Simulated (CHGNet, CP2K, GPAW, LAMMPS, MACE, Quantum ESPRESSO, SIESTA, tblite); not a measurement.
## CP2K runs on glassy 68TiO2-32SiO2 (mol %) (84 atoms)

How do the settings of CP2K change the result for glassy 68TiO2-32SiO2 (mol %) (84 atoms)? A plane-wave run serves as the yardstick.

Calculated with CP2K 2026.2; the method is named at each step.

## Step 1: Set-up

The cell holds 84 atoms: 19 Ti, 9 Si and 56 O. Cell: a = 10.476 Å, b = 10.476 Å, c = 10.476 Å, α = 90.0°, β = 90.0°, γ = 90.0°. 84 atoms (19 Ti, 9 Si, 56 O) placed at random at 3.07 g/cm³, melted at 4000 K for 10 ps at fixed volume with the Morse and Coulomb pair potential with partial charges (Pedone, Malavasi, Menziani, Cormack and Segre, J. Phys. Chem. B 110, 11780 (2006)). Quenched from 4000 K to 300 K at 10 K/ps and fixed volume, held 10 ps at zero pressure.

The yardstick, on the same geometry:

```
method                                           : Kohn-Sham DFT, PBE, SSSP efficiency 1.3.0 pseudopotentials, plane waves (Quantum ESPRESSO 7.5); sssp-pbe-1.3.0-efficiency, cutoffs 60/480 Ry, Γ point
r.m.s. force component                           : 1.133 eV/Å
longest force                                    : 4.744 eV/Å
pressure                                         : 6.093 GPa
gap (highest filled to lowest empty level) : 2.38 eV
time                                             : 8.6 min on 2 MPI ranks of Arm Neoverse V1, shared host
CPU time                                         : 17 min
```

## Step 2: PBE, DZVP-UZH, 800/50 Ry, diagonalisation

Method: Kohn-Sham DFT, PBE, GTH-PBE pseudopotentials, Gaussian and plane waves, DZVP-MOLOPT (UZH set), diagonalisation.

File input.inp:

```
&GLOBAL
  PROJECT cell
  RUN_TYPE ENERGY_FORCE
  PRINT_LEVEL LOW
&END GLOBAL
&FORCE_EVAL
  METHOD QS
  STRESS_TENSOR ANALYTICAL
  &DFT
    BASIS_SET_FILE_NAME BASIS_MOLOPT_UZH
    POTENTIAL_FILE_NAME POTENTIAL_UZH
    &MGRID
      CUTOFF 800
      REL_CUTOFF 50
      NGRIDS 5
    &END MGRID
    &QS
      EPS_DEFAULT 1.0E-12
    &END QS
    &SCF
      SCF_GUESS ATOMIC
      EPS_SCF 5.0E-06
      MAX_SCF 200
      ADDED_MOS 14
      &DIAGONALIZATION
        ALGORITHM STANDARD
      &END DIAGONALIZATION
      &SMEAR ON
        METHOD FERMI_DIRAC
        ELECTRONIC_TEMPERATURE [K] 580
      &END SMEAR
      &MIXING
        METHOD BROYDEN_MIXING
        ALPHA 0.3
        NBROYDEN 12
      &END MIXING
      &PRINT
        &RESTART OFF
        &END RESTART
      &END PRINT
    &END SCF
    &XC
      &XC_FUNCTIONAL PBE
      &END XC_FUNCTIONAL
    &END XC
    &PRINT
      &MULLIKEN ON
      &END MULLIKEN
      &HIRSHFELD ON
        SHAPE_FUNCTION DENSITY
      &END HIRSHFELD
      &MO ON
        EIGENVALUES T
        OCCUPATION_NUMBERS T
        MO_INDEX_RANGE 289 312
        &EACH
          QS_SCF 0
        &END EACH
        ADD_LAST NUMERIC
      &END MO
    &END PRINT
  &END DFT
  &SUBSYS
    &CELL
      A 10.47594 0.00000 0.00000
      B 0.00000 10.47594 0.00000
      C 0.00000 0.00000 10.47594
    &END CELL
    &COORD
      Ti 5.31905 5.66246 5.51485
      Ti 7.37202 8.61594 9.67652
      Ti 2.67199 2.12997 4.45720
      Ti 4.00181 3.12361 7.50685
      Ti 2.00070 5.58682 8.46529
      Ti 7.22746 0.49310 5.55466
      Ti 5.77455 1.43112 9.86666
      Ti 2.57006 9.25895 3.45601
      Ti 2.73076 3.53050 0.38478
      Ti 3.73321 6.24932 2.41659
      Ti 7.50119 4.47930 9.42950
      Ti 10.21855 2.85166 2.19691
      Ti 9.90018 7.87497 7.49847
      Ti 0.69445 0.74369 7.66378
      Ti 8.23744 3.85996 6.18793
      Ti 5.78450 10.14406 2.64413
      Ti 0.75741 8.87029 0.60771
      Ti 8.99464 0.98243 10.09221
      Ti 0.07564 0.18700 4.52529
      Si 5.15919 2.53036 2.15438
      Si 4.89090 6.66416 9.95885
      Si 7.40701 4.50759 3.21077
      Si 4.78310 8.79874 6.33983
      Si 10.24233 7.44242 4.51136
      Si 7.86848 7.54739 2.29151
      Si 10.40711 5.59478 0.36331
      Si 3.28945 9.85430 9.00920
      Si 0.93561 4.68002 5.45252
      O 0.76485 6.90092 8.18213
      O 9.40216 7.24254 5.86590
      O 6.25770 0.66920 4.06875
      O 10.42733 4.70548 1.67720
      O 3.36906 2.25610 6.03058
      O 6.83723 8.71001 2.89262
      O 0.49017 1.23176 6.00837
      O 1.11401 4.93637 9.86247
      O 7.41435 0.06254 9.66468
      O 4.70632 7.00914 1.08740
      O 3.79711 9.04713 5.11634
      O 5.21304 2.06659 8.28574
      O 2.31455 0.71184 8.43376
      O 7.86701 7.97952 0.79523
      O 10.04527 4.26727 6.14906
      O 2.07612 0.52181 4.05105
      O 8.75191 3.75447 3.47969
      O 6.99185 4.78792 4.95041
      O 0.63558 8.84903 4.65834
      O 2.66896 7.50643 2.88424
      O 8.83604 10.26579 5.08617
      O 4.36847 2.72029 0.61410
      O 3.09753 4.95501 1.38680
      O 1.43520 2.53486 1.12114
      O 6.24167 3.58288 2.56619
      O 3.96410 2.42885 3.18531
      O 5.82829 7.93783 9.43034
      O 4.57317 0.00618 9.78023
[... 24 atom lines left out ...]
      O 1.17111 9.47978 2.16642
      O 9.89809 9.92752 0.05385
      O 0.58980 6.02691 4.62356
      O 9.14717 7.61737 3.24513
    &END COORD
    &KIND Ti
      BASIS_SET DZVP-MOLOPT-PBE-GTH-q12
      POTENTIAL GTH-PBE-q12
    &END KIND
    &KIND Si
      BASIS_SET DZVP-MOLOPT-PBE-GTH-q4
      POTENTIAL GTH-PBE-q4
    &END KIND
    &KIND O
      BASIS_SET DZVP-MOLOPT-PBE-GTH-q6
      POTENTIAL GTH-PBE-q6
    &END KIND
  &END SUBSYS
  &PRINT
    &FORCES ON
    &END FORCES
    &STRESS_TENSOR ON
    &END STRESS_TENSOR
  &END PRINT
&END FORCE_EVAL
```

The run is started by

```
$ OMP_NUM_THREADS=2 cp2k.psmp -i input.inp > output.txt
```

Log:

```text
CP2K| version string:                                       CP2K version 2026.2
 CP2K| Input file name                                                 input.inp
 GLOBAL| Basis set file name                                    BASIS_MOLOPT_UZH
 GLOBAL| Potential file name                                       POTENTIAL_UZH
 GLOBAL| Run type                                                   ENERGY_FORCE
 GLOBAL| Total number of message passing processes                             1
 GLOBAL| Number of threads for this process                                    2
 TOTAL NUMBERS AND MAXIMUM NUMBERS
  Total number of            - Atomic kinds:                                   3
                             - Atoms:                                         84
                             - Shell sets:                                    84
                             - Shells:                                       477
                             - Primitive Cartesian functions:                430
                             - Cartesian basis functions:                   1499
                             - Spherical basis functions:                   1339
  Maximum angular momentum of- Orbital basis functions:                        3
                             - Local part of the GTH pseudopotential:          2
                             - Non-local part of the GTH pseudopotential:      3
 SCF PARAMETERS         Density guess:                                    ATOMIC
                        max_scf:                                             200
                        eps_scf:                                        5.00E-06
                        added MOs                                        14    0
                        Mixing method:                            BROYDEN_MIXING
                                                charge density mixing in g-space
                        Smear method:                                FERMI_DIRAC
                        Electronic temperature [K]:                        580.0
                        Electronic temperature [a.u.]:                  1.84E-03
                        Accuracy threshold:                             1.00E-10
 Extrapolation method: initial_guess
 Number of electrons:                                                        600
 Number of occupied orbitals:                                                300
 Number of molecular orbitals:                                               314
 Number of orbital functions:                                               1339
 Number of independent orbital functions:                                   1339
 SCF WAVEFUNCTION OPTIMIZATION
  Step     Update method      Time    Convergence         Total energy    Change
     1 NoMix/Diag. 0.30E+00    9.6     1.09150071     -2043.0912134989 -2.04E+03
     2 Broy./Diag. 0.30E+00   12.7     0.27826897     -1973.9522781057  6.91E+01
     3 Broy./Diag. 0.30E+00   12.8     0.10073088     -2030.3684219335 -5.64E+01
     4 Broy./Diag. 0.30E+00   12.8     0.05266397     -2039.2829100738 -8.91E+00
[...]
15 Broy./Diag. 0.30E+00   13.5     0.00001086     -2041.0740104184 -4.70E-05
    16 Broy./Diag. 0.30E+00   13.4     0.00000412     -2041.0742425401 -2.32E-04
  *** SCF run converged in    16 steps ***
  Electronic density on regular grids:       -599.9999999999        0.0000000001
  Core density on regular grids:              599.9999999997       -0.0000000003
  Total charge density on r-space grids:       -0.0000000002
  Total charge density g-space grids:          -0.0000000002
  Overlap energy of the core charge distribution:               4.0461e-07
  Self energy of the core charge distribution:              -4444.554829
  Core Hamiltonian energy:                                   1203.986903
  Hartree energy:                                            1548.453781
  Exchange-correlation energy:                               -348.960099
  Electronic entropic energy:                                  -1.912e-11
  Fermi energy:                                                 0.159470
  Total energy:                                             -2041.074243
  Total energy (extrapolated to T->0):                      -2041.074243
 MO| EIGENVALUES AND OCCUPATION NUMBERS
 MO|
 MO|  Index      Eigenvalue [a.u.]        Eigenvalue [eV]             Occupation
 MO|    289               0.085265               2.320176               2.000000
 MO|    290               0.086728               2.359980               2.000000
 MO|    291               0.089536               2.436396               2.000000
[...]
MO|    311               0.225276               6.130077               0.000000
 MO|    312               0.227987               6.203837               0.000000
 MO| Sum:                                                             600.000000
 MO| E(Fermi):            0.159470 a.u.          4.339402 eV
 !-----------------------------------------------------------------------------!
                     Mulliken Population Analysis
 #  Atom  Element  Kind  Atomic population                           Net charge
       1     Ti       1         10.993211                              1.006789
       2     Ti       1         11.037275                              0.962725
       3     Ti       1         11.037907                              0.962093
[...]
83     O        3          6.552603                             -0.552603
      84     O        3          6.561238                             -0.561238
 # Total charge                            600.000000                  0.000000
 !-----------------------------------------------------------------------------!
 !-----------------------------------------------------------------------------!
                           Hirshfeld Charges
  #Atom  Element  Kind  Ref Charge     Population                    Net charge
      1       Ti     1      12.000         11.335                         0.665
      2       Ti     1      12.000         11.369                         0.631
      3       Ti     1      12.000         11.375                         0.625
[...]
83       O      3       6.000          6.271                        -0.271
     84       O      3       6.000          6.266                        -0.266
  Total Charge                                                           -0.000
 !-----------------------------------------------------------------------------!
 ENERGY| Total FORCE_EVAL ( QS ) energy [hartree]          -2041.074228
 FORCES| Atomic forces [hartree/bohr]
 FORCES|   Atom     x               y               z               |f|
 FORCES|      1  2.17467455E-02  1.98423087E-02 -2.90876767E-02   4.13851555E-02
 FORCES|      2  2.43857454E-02  4.17469685E-02  1.44911678E-02   5.04724470E-02
 FORCES|      3  1.54418540E-02  5.55655357E-03 -1.80895982E-02   2.44245718E-02
[...]
FORCES|     83  1.98441354E-02  1.33323910E-02 -3.22583035E-02   4.01514696E-02
 FORCES|     84  4.86133963E-02  2.00818175E-03  1.89473809E-02   5.22139669E-02
 FORCES| Sum    -1.38597789E-05 -1.28351183E-03  1.91895199E-03
 FORCES| Total atomic force                                       2.30867309E-03
 STRESS| Analytical stress tensor [bar]
 STRESS|                        x                   y                   z
 STRESS|      x        5.97000765605E+04   3.33353757668E+03  -2.26384882061E+03
 STRESS|      y        3.33353757668E+03   6.90803470919E+04  -2.13440075930E+03
 STRESS|      z       -2.26384882061E+03  -2.13440075930E+03   8.33585740020E+04
 STRESS| 1/3 Trace                                             7.07129992181E+04
```

Run time: 4.3 min. Hardware: 2 threads of Arm Neoverse V1, shared host; peak memory 4.8 GiB; 7.8 min of CPU time.

Banners and routine set-up lines are dropped from the logs; longer cuts are marked.

Numbers from this run, and their distance from the reference:

- r.m.s. force component: 1.156 eV/Å
- r.m.s. difference of force components: 83.73 meV/Å
- longest difference of force vectors: 308.6 meV/Å
- force difference over r.m.s. force: 7.388 %
- slope of forces against the reference's: 1.017
- correlation of force components: 0.9975
- gap (highest filled to lowest empty level): 2.316 eV
- gap difference: -0.0635 eV
- pressure: 7.071 GPa
- pressure difference: 0.9786 GPa

Length of the force difference by element (eV/Å):

| element | atoms | mean | most |
| --- | --- | --- | --- |
| O | 56 | 0.15 | 0.31 |
| Si | 9 | 0.11 | 0.25 |
| Ti | 19 | 0.088 | 0.17 |

Levels nearest the highest filled one (eV from it): -0.86, -0.82, -0.75, -0.74, -0.70, -0.63, -0.58, -0.57, -0.39, -0.18, -0.10, 0.00, 2.32, 2.38, 2.49, 2.57, 2.66, 2.72, 2.77, 2.84, 2.88, 2.91, 2.95, 3.02.

Local excerpt of 10 atoms (numbers count through the whole input) about Ti9, which has 5 bonded neighbours where the commonest count for Ti is 4; x, y, z are measured from there.

| atom | x | y | z | distance (Å) | bonds | Hirshfeld charge (e) | Fx | Fy | Fz (eV/Å) |
| --- | --- | --- | --- | --- | --- | --- | --- | --- | --- |
| Ti9 | 0.00 | 0.00 | 0.00 | 0.00 | 5 | 0.58 | -2.29 | -0.29 | -0.48 |
| O51 | 0.37 | 1.42 | 1.00 | 1.78 | 2 | -0.30 | -0.93 | -0.81 | 0.02 |
| O52 | -1.30 | -1.00 | 0.74 | 1.79 | 2 | -0.31 | 0.28 | 0.36 | 0.57 |
| O50 | 1.64 | -0.81 | 0.23 | 1.84 | 3 | -0.26 | 2.48 | -0.94 | 1.03 |
| O63 | 0.27 | 0.17 | -1.92 | 1.95 | 3 | -0.30 | -0.02 | -0.13 | -0.65 |
| O36 | -1.62 | 1.41 | -1.00 | 2.36 | 3 | -0.26 | -0.76 | -0.83 | 1.27 |
| Si20 | 2.43 | -1.00 | 1.77 | 3.17 | 4 | 0.54 | -0.68 | -2.00 | -2.72 |
| Ti5 | -0.73 | 2.06 | -2.40 | 3.24 | 5 | 0.61 | 0.65 | 1.03 | -0.97 |
| O54 | 1.23 | -1.10 | 2.80 | 3.25 | 2 | -0.29 | 0.07 | 0.06 | 0.40 |
| O32 | -2.78 | 1.17 | 1.29 | 3.28 | 2 | -0.33 | 0.18 | -0.35 | 1.15 |

Forces lie 7.4 % from the reference's, at 0.45 times its CPU time.

(Continued in part 2 of 2.)

[Long decimals in the printed logs are rounded to 6 places.]

[Also dropped from logs without a mark: lines with file paths, logging warnings of Python, QE's lines on negative density and diagonalisation, SIESTA's first energy breakdown, zero terms and Voronoi charges.]

[Logs are printed without paths, hosts, clocks, repeated set-up lines and the standing remarks that a program may print on its own settings, such as how far it seeks lower states.]

[Hosts, paths, dates, database ids (printed as entryN), source tags and the programs' standing remarks are cut or masked in the printed files.]

[Most failed runs of this program on this cell are left out, timed-out ones always.]
